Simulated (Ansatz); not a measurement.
# Se on Ta(100): change of the work function, part 4 of 5

Wanted: Δφ(θ) for Se/Ta(100), starting from the top site.

Ansatz 0.2.0; plane-wave DFT, LDA, Ansatz PAW (the session's first sound run).

So far, work function, upper face (eV): step 2 (the clean slab) 3.98; step 3 (21 atoms, coverage 0.25 ML, cell 2x2) 5.29; step 4 (22 atoms, coverage 0.5 ML, cell 2x2) 5.99; step 5 (6 atoms, coverage 1 ML, cell 1x1) 5.90.

**7. The slab at 0.25 ML, atoms frozen**

This step: plane-wave DFT, LDA, Ansatz PAW (Ansatz 0.2.0).

System of this step: Se/Ta(100). The cell holds 21 atoms: 20 Ta and 1 Se. Its edges and angles: a = 6.620 Å, b = 6.620 Å, c = 27.274 Å, α = 90.0°, β = 90.0°, γ = 90.0°. Vacuum lies along c.

To see where the charge goes, the covered slab, the bare substrate and the adsorbate layer are each run at the same frozen positions and on the same grid.

input.yaml reads:

```yaml
crystal:
  lattice:
    - [6.62, 0.0, 0.0]
    - [0.0, 6.62, 0.0]
    - [0.0, 0.0, 27.27391153]
  atoms:
    - { symbol: Ta, position: [0.0, 0.0, 0.3299856711] }
    - { symbol: Ta, position: [0.25, 0.25, 0.3906663695] }
    - { symbol: Ta, position: [0.0, 0.0, 0.4480640068] }
    - { symbol: Ta, position: [0.2491464277, 0.2491464277, 0.5088077817] }
    - { symbol: Ta, position: [0.0, 0.0, 0.5672708302] }
    - { symbol: Ta, position: [0.0, 0.5, 0.3299856711] }
    - { symbol: Ta, position: [0.25, 0.75, 0.3906663695] }
    - { symbol: Ta, position: [0.0, 0.5, 0.4489671076] }
    - { symbol: Ta, position: [0.2491464277, 0.7508535723, 0.5088077817] }
    - { symbol: Ta, position: [0.0, 0.5, 0.5599361718] }
    - { symbol: Ta, position: [0.5, 0.0, 0.3299856711] }
    - { symbol: Ta, position: [0.75, 0.25, 0.3906663695] }
    - { symbol: Ta, position: [0.5, 0.0, 0.4489671076] }
    - { symbol: Ta, position: [0.7508535723, 0.2491464277, 0.5088077817] }
    - { symbol: Ta, position: [0.5, 0.0, 0.5599361718] }
    - { symbol: Ta, position: [0.5, 0.5, 0.3299856711] }
    - { symbol: Ta, position: [0.75, 0.75, 0.3906663695] }
    - { symbol: Ta, position: [0.5, 0.5, 0.4485436152] }
    - { symbol: Ta, position: [0.7508535723, 0.7508535723, 0.5088077817] }
    - { symbol: Ta, position: [0.5, 0.5, 0.5568084192] }
    - { symbol: Se, position: [0.0, 0.0, 0.6526916276] }
kpoints:
  mp_grid: { grid: [5, 5, 1] }
hamiltonian:
  xc: lda
scf:
  occupations: { method: fermi_dirac, width: 0.1 }
  convergence: { dr2_threshold: 1.0e-08 }
efield:
  axis: 3
  dipole_correction: true
  ramp_position: 0.97
  ramp_width: 0.06
output:
  write_potential: true
  write_density: true
  volumetric_format: npy
```

Command:

```bash
> ansatz run input.yaml --threads 4 --pin off --max-ram 12288MiB --backend cpu --events-out ev --progress --plain --runs-dir out
```

Numbers of over 12 decimals in the logs are rounded to 6 here.

Output:

```text
[...]
Crystal: 21 atoms, lattice volume = 1195.263 Å³
Basis set: ecut = 420 eV, 23379 PW (Γ)
Bands: 166, of which v1, the nominal top of the filled ones, is band 138 counted from 1 (137 counted from 0)
Symmetry: 8 space group operations
[...]
k-points: 6 of 25
[...]
SCF iter   1: F=—  HF=-199020.739725 eV  |F-HF|=—  |Δ(HF+E_count)|=         —  Δρ=8.33e-3  dr2=9.89e0  ethr=1.77e-3  p=-0.292 e·Å  D=-4.43e-2 V/Å  ΔV_dip=1.21 eV  dr2_dipole=7.00e-2  V_vac-E_F(+/−)=5.63/4.42 eV  ⟨swp⟩=12.0  Hψ=5213  notcnv=0
[...]
SCF iter  10: F=-199020.223769 eV  HF=-199020.223769 eV  |F-HF|=9.31e-10  |Δ(HF+E_count)|=   2.16e-8  Δρ=3.59e-7  dr2=3.92e-9  ethr=3.62e-12  p=-0.264 e·Å  D=-4.00e-2 V/Å  ΔV_dip=1.09 eV  dr2_dipole=1.74e-10  V_vac-E_F(+/−)=5.29/4.20 eV  ⟨swp⟩=8.2  Hψ=2958  notcnv=0
SCF 1 converged in 10 iterations: F = -199020.223769 eV  dr2 = 3.92e-9
[...]
SCF converged after 10 iterations
Free energy (F): -199020.223769 eV
[...]
Internal energy: -199019.538996 eV  (E = F + TS)
E sigma→0 (E₀):  -199019.881382 eV
Entropy (-TS):   -0.684774 eV (-32.608 meV/atom)
Fermi energy:    2.632734 eV
Dipole field:    D = -0.040023 V/Å  (p = -0.264368 e·Å, saw-weighted, corrected)
Work function:   Φ+ = 5.2907 eV   Φ− = 4.1991 eV
[...]
--- Band table (eV; the first three rows and the last of 6) ---
  k-point 0: bands = [... 134 lower, 2.5995, 2.7672, 2.7672, 3.0337, 3.1054, 3.1054, 3.2968, 3.2968, ... 24 higher]
  k-point 1: bands = [... 134 lower, 2.5130, 2.6468, 2.6921, 2.7687, 2.9054, 2.9483, 3.1936, 3.2182, ... 24 higher]
  k-point 2: bands = [... 134 lower, 2.4815, 2.4910, 2.5530, 2.5628, 2.6869, 2.7905, 2.8332, 2.9423, ... 24 higher]
  k-point 5: bands = [... 134 lower, 1.8710, 1.9642, 1.9677, 2.0359, 2.1162, 2.1240, 2.5158, 2.9918, ... 24 higher]
```

Run time: 67 s. Hardware: 4 threads of Arm Neoverse V1, shared host; peak memory 3.9 GiB; 4.4 min of CPU time.

This step gave:

```
energy at zero smearing        : -199019.8814 eV
work function, upper face      : 5.291 eV
work function, lower face      : 4.199 eV
dipole along the normal        : -0.2644 e·Å
step between the vacuum levels : 1.092 eV
```

The work function of the upper face is 5.29 eV.

**8. The substrate of the 0.25 ML cell alone**

System of this step: Se/Ta(100), substrate alone, atoms held. The cell holds 20 atoms: 20 Ta. Its edges and angles: a = 6.620 Å, b = 6.620 Å, c = 27.274 Å, α = 90.0°, β = 90.0°, γ = 90.0°. Vacuum lies along c.

The second part, atoms unmoved.

input.yaml: that of step 7 with these lines changed.

```diff
@@ -26,3 +26,2 @@
     - { symbol: Ta, position: [0.5, 0.5, 0.5568084192] }
-    - { symbol: Se, position: [0.0, 0.0, 0.6526916276] }
 kpoints:
```

Output:

```text
[...]
Crystal: 20 atoms, lattice volume = 1195.263 Å³
Basis set: ecut = 420 eV, 23379 PW (Γ)
Bands: 156, of which v1, the nominal top of the filled ones, is band 130 counted from 1 (129 counted from 0)
Symmetry: 8 space group operations
[...]
k-points: 6 of 25
[...]
SCF iter   1: F=—  HF=-193635.868624 eV  |F-HF|=—  |Δ(HF+E_count)|=         —  Δρ=8.31e-3  dr2=1.10e1  ethr=1.77e-3  p=-0.016 e·Å  D=-2.49e-3 V/Å  ΔV_dip=0.07 eV  dr2_dipole=3.50e-1  V_vac-E_F(+/−)=4.46/4.39 eV  ⟨swp⟩=12.2  Hψ=4818  notcnv=0
[...]
SCF iter  10: F=-193635.331611 eV  HF=-193635.331611 eV  |F-HF|=5.24e-10  |Δ(HF+E_count)|=   1.46e-8  Δρ=3.47e-7  dr2=4.22e-9  ethr=3.85e-12  p=0.044 e·Å  D=6.66e-3 V/Å  ΔV_dip=-0.18 eV  dr2_dipole=2.20e-10  V_vac-E_F(+/−)=4.00/4.18 eV  ⟨swp⟩=16.5  Hψ=3145  notcnv=0
SCF 1 converged in 10 iterations: F = -193635.331611 eV  dr2 = 4.22e-9
[...]
SCF converged after 10 iterations
Free energy (F): -193635.331611 eV
[...]
Internal energy: -193634.698608 eV  (E = F + TS)
E sigma→0 (E₀):  -193635.015109 eV
Entropy (-TS):   -0.633003 eV (-31.650 meV/atom)
Fermi energy:    2.873741 eV
Dipole field:    D = 0.006665 V/Å  (p = 0.044026 e·Å, saw-weighted, corrected)
Work function:   Φ+ = 3.9976 eV   Φ− = 4.1794 eV
[...]
--- Band table (eV; the first three rows and the last of 6) ---
  k-point 0: bands = [... 126 lower, 2.8117, 2.8117, 2.9564, 3.2213, 3.3314, 3.3314, 3.4032, 3.4032, ... 22 higher]
  k-point 1: bands = [... 126 lower, 2.6767, 2.8121, 2.8893, 2.9541, 2.9895, 3.2472, 3.3361, 3.4017, ... 22 higher]
  k-point 2: bands = [... 126 lower, 2.6878, 2.6933, 2.7461, 2.7866, 2.9344, 3.0492, 3.1357, 3.2767, ... 22 higher]
  k-point 5: bands = [... 126 lower, 2.0860, 2.1533, 2.2284, 2.2443, 2.2513, 2.6751, 3.1902, 3.2287, ... 22 higher]
```

The job ended after 62 s (4 threads; peak memory 3.6 GiB).

This step gave:

| Quantity | Value |
| --- | --- |
| energy at zero smearing | -193635.0151 eV |
| work function, upper face | 3.998 eV |
| work function, lower face | 4.179 eV |
| dipole along the normal | 0.04403 e·Å |
| step between the vacuum levels | -0.1818 eV |

The work function of the upper face is 4.00 eV.

**9. The adsorbate layer of the 0.25 ML cell alone**

System of this step: Se/Ta(100), adsorbate layer alone, atoms held. The cell holds 1 atom: 1 Se. Cell: a = 6.620 Å, b = 6.620 Å, c = 27.274 Å, α = 90.0°, β = 90.0°, γ = 90.0°. Vacuum lies along c.

The third part; a free layer of atoms may carry a moment, so spin is on.

input.yaml, the sections that differ from step 8:

```yaml
crystal:
  lattice:
    - [6.62, 0.0, 0.0]
    - [0.0, 6.62, 0.0]
    - [0.0, 0.0, 27.27391153]
  atoms:
    - { symbol: Se, position: [0.0, 0.0, 0.6526916276], spin: 1.0 }
magnetization:
  spin_polarized: true
# kpoints, hamiltonian, scf, efield, output: as in step 8
```

Output:

```text
[...]
Crystal: 1 atoms, lattice volume = 1195.263 Å³
Basis set: ecut = 420 eV, 23379 PW (Γ)
Bands: 13, of which v1, the nominal top of the filled ones, is band 8 counted from 1 (7 counted from 0)
Symmetry: 8 space group operations
k-points: 6 of 25
[...]
Starting moments: Σ|m| = 1 μB on 1 of 1 site
[...]
SCF iter   2: F=—  HF=-5379.589175 eV  |F-HF|=—  |Δ(HF+E_count)|=   1.37e-1  Δρ=1.57e-3 (↑1.57e-3 ↓1.32e-3)  dr2=2.52e-3  dr2_m=2.25e-2  M=1.999 μB ∫|m|=2.061 μB  β_m=1.00  ethr=3.02e-5  p=0.000 e·Å  D=6.52e-8 V/Å  ΔV_dip=-0.00 eV  dr2_dipole=9.36e-15  V_vac-E_F(+/−)=6.25/6.25 eV  ⟨swp⟩=3.0  Hψ=300  notcnv=0  κ⁻¹=1.0e0(r=1)
[...]
spin=Collinear: Resta preconditioning applied to the charge; magnetization (m = ρ↑ − ρ↓) channel mixes plain (no charge-response kernel on spin).
SCF iter   3: F=—  HF=-5379.769889 eV  |F-HF|=—  |Δ(HF+E_count)|=   1.81e-1  Δρ=1.07e-4 (↑1.07e-4 ↓6.81e-5)  dr2=1.31e-4  dr2_m=7.45e-5  M=2.000 μB ∫|m|=2.064 μB  β_m=1.00  ethr=1.57e-5  p=0.000 e·Å  D=4.58e-8 V/Å  ΔV_dip=-0.00 eV  dr2_dipole=1.87e-15  V_vac-E_F(+/−)=6.02/6.02 eV  ⟨swp⟩=2.0  Hψ=264  notcnv=0  κ⁻¹=4.5e-2(r=2)
[...]
SCF iter   5: F=—  HF=-5379.885782 eV  |F-HF|=—  |Δ(HF+E_count)|=   3.86e-2  Δρ=3.41e-5 (↑3.41e-5 ↓1.53e-5)  dr2=7.22e-6  dr2_m=6.07e-6  M=2.000 μB ∫|m|=2.064 μB  β_m=1.20  ethr=1.02e-7  p=0.000 e·Å  D=2.99e-8 V/Å  ΔV_dip=-0.00 eV  dr2_dipole=2.00e-14  V_vac-E_F(+/−)=5.99/5.99 eV  ⟨swp⟩=3.5  Hψ=317  notcnv=0
[...]
spin-set hold released at iteration 5 (site moments contracting): the magnetisation degrees of freedom join the quasi-Newton model from the next iteration; the mixer history was flushed
SCF iter   6: F=—  HF=-5379.904973 eV  |F-HF|=—  |Δ(HF+E_count)|=   1.92e-2  Δρ=2.06e-5 (↑2.06e-5 ↓8.35e-6)  dr2=6.13e-6  dr2_m=1.38e-6  M=2.000 μB ∫|m|=2.064 μB  β_m=1.20  ethr=4.51e-8  p=0.000 e·Å  D=7.93e-9 V/Å  ΔV_dip=-0.00 eV  dr2_dipole=1.67e-14  V_vac-E_F(+/−)=5.98/5.98 eV  ⟨swp⟩=3.5  Hψ=306  notcnv=0  κ⁻¹=1.0e0(r=1)
density mixer auto → broyden: gapped, with many states about μ (density of states about μ 1.89 of a free-electron gas's, 46 screened modes)
SCF iter   7: F=—  HF=-5379.920965 eV  |F-HF|=—  |Δ(HF+E_count)|=   1.60e-2  Δρ=9.58e-6 (↑9.58e-6 ↓1.01e-6)  dr2=1.24e-6  dr2_m=2.19e-7  M=2.000 μB ∫|m|=2.065 μB  β_m=1.20  ethr=3.83e-8  p=-0.000 e·Å  D=-3.35e-8 V/Å  ΔV_dip=0.00 eV  dr2_dipole=1.79e-15  V_vac-E_F(+/−)=5.98/5.98 eV  ⟨swp⟩=3.0  Hψ=306  notcnv=0  κ⁻¹=2.7e-1(r=2)
[...]
SCF iter  19: F=-5379.923901 eV  HF=-5379.923901 eV  |F-HF|=2.27e-11  |Δ(HF+E_count)|=   2.66e-8  Δρ=5.12e-9 (↑1.95e-9 ↓5.12e-9)  dr2=3.00e-13  dr2_m=9.70e-14  M=2.000 μB ∫|m|=2.065 μB  ethr=1.00e-12  p=-0.000 e·Å  D=-2.16e-8 V/Å  ΔV_dip=0.00 eV  dr2_dipole=1.22e-16  V_vac-E_F(+/−)=5.97/5.97 eV  ⟨swp⟩=1.0  Hψ=373  notcnv=0
SCF 1 converged in 19 iterations: F = -5379.923901 eV  dr2 = 3.00e-13
[...]
this state was not tested for a lower state beside it, because the mixer in use, unlike msr1, does not test its closes by its own steps (another_mixer; see scf.mixing.algorithm and scf.lower_state_search)
SCF converged after 19 iterations
Magnetization: 2.0000 μB (9.0000 up, 7.0000 down)
Absolute magnetization: 2.0036 μB (∫|ρ↑−ρ↓|, with the PAW one-centre terms)
[...]
Per-site moments (μB) at R_I (Å): [(1.991697, 2.73075)]
Free energy (F): -5379.923901 eV
[...]
Internal energy: -5379.733805 eV  (E = F + TS)
E sigma→0 (E₀):  -5379.828853 eV
Entropy (-TS):   -0.190096 eV (-190.096 meV/atom)
Fermi energy:    -5.697961 eV
Dipole field:    D = -0.000000 V/Å  (p = -0.000000 e·Å, saw-weighted, corrected)
Work function:   Φ+ = 5.9733 eV   Φ− = 5.9733 eV
[...]
--- Band table (eV; the first three rows and the last of 12) ---
  k-point 0 ↑: bands = [... 4 lower, -53.1453, -17.7650, -6.9106, -6.8868, -6.8868, -0.8523, 0.2108, 0.3154, ... 1 higher]
  k-point 1 ↑: bands = [... 4 lower, -53.1453, -17.7648, -6.9092, -6.8999, -6.8857, -0.6835, 0.3332, 0.4537, ... 1 higher]
  k-point 2 ↑: bands = [... 4 lower, -53.1453, -17.7645, -6.9209, -6.9070, -6.8839, -0.2450, 0.6445, 0.6927, ... 1 higher]
  k-point 5 ↓: bands = [... 4 lower, -52.9230, -16.3901, -5.6484, -5.6478, -5.6225, 0.5968, 1.1278, 1.2343, ... 1 higher]
```

Wall time 14 s (4 threads); peak memory 1.1 GiB; 52 s of CPU time.

Numbers from this step:

```
energy at zero smearing   : -5379.8289 eV
total moment              : 2.000 μB
site moments              : 1.992 μB
work function, upper face : 5.973 eV
dipole along the normal   : -1.83e-7 e·Å
```

Site moment by atom:

```csv
atom,site moment (μB)
Se1,1.99
```

The free layer carries a moment of 2.0 μB a cell.

**10. Density difference at 0.25 ML**

This step: plane-wave DFT, LDA, Ansatz PAW; density difference on adsorption (Ansatz 0.2.0).

The densities of the parts are taken from that of the whole and averaged over planes; the first moment of what is left gives the step in the potential.

Numbers from this step:

```
largest charge moved                 : -0.005949 e/Å²
potential step from the moved charge : 1.273 eV
```

The electron density difference oscillates, so the rows of the table below give means over windows of 1 Å about each position, cut where the curve ends. Its maxima inside the range that stand out by 2 % of the span (Å: e/Å³): 8.9: 2.4e-4, 11.6: 2.7e-4, 13.8: 0.00115, 15.1: 0.00163, 16.9: 0.00885, 18.5: 0.00176. Its minima: 11.1: -1.9e-4, 12.2: -1.8e-4, 14.5: -0.00212, 16.1: -0.0101, 17.8: -0.00214.

Planar mean, whole system less its parts. The electron density difference by z; means over each step:

z (Å), electron density difference (e/Å³) and a bar from the least value:
```
        5     0.0000 ###############
        6     0.0000 ###############
        7     0.0000 ###############
        8    -0.0001 ###############
        9     0.0000 ###############
       10    -0.0001 ###############
       11    -0.0001 ###############
       12     0.0000 ###############
       13     0.0002 ###############
       14    -0.0002 ##############
       15    -0.0001 ###############
       16    -0.0054 
       17     0.0055 ##############################
       18    -0.0005 #############
       19     0.0007 #################
       20     0.0000 ###############
       21     0.0000 ###############
       22     0.0000 ###############
```

The electrons moved below z oscillates, so the rows of the table below give means over windows of 1 Å about each position, cut where the curve ends. Its maxima inside the range that stand out by 2 % of the span (Å: e/Å²): 13.9: 4.9e-4, 15.2: 4.8e-6, 17.5: -1.9e-4. Its minima: 12.8: -1.8e-4, 14.6: -5.2e-4, 16.3: -0.00595, 18.0: -0.00113.

Planar mean, whole system less its parts. The electrons moved below z by z; means over each step:

```csv
z (Å),electrons moved below z (e/Å²)
5,1.3e-7
6,3.7e-6
7,3.1e-5
8,5.8e-5
9,2.0e-5
10,2.5e-6
11,-1.2e-4
12,-1.2e-4
13,-1.2e-4
14,2.3e-4
15,-2.7e-4
16,-0.00360
17,-0.00221
18,-8.1e-4
19,-1.6e-4
20,1.2e-5
21,2.5e-6
22,2.1e-7
```

(Continued in part 5 of 5.)

[Logs are printed without paths, hosts, clocks, repeated set-up lines and the standing remarks that a program may print on its own settings, such as how far it seeks lower states.]

[Hosts, paths, dates, database ids (printed as entryN), source tags and the programs' standing remarks are cut or masked in the printed files.]

[Maps of the electrostatic potential energy from Ansatz leave out the sawtooth potential of an applied field or a dipole correction, so their vacuum need not be flat; planar profiles and work functions include it.]
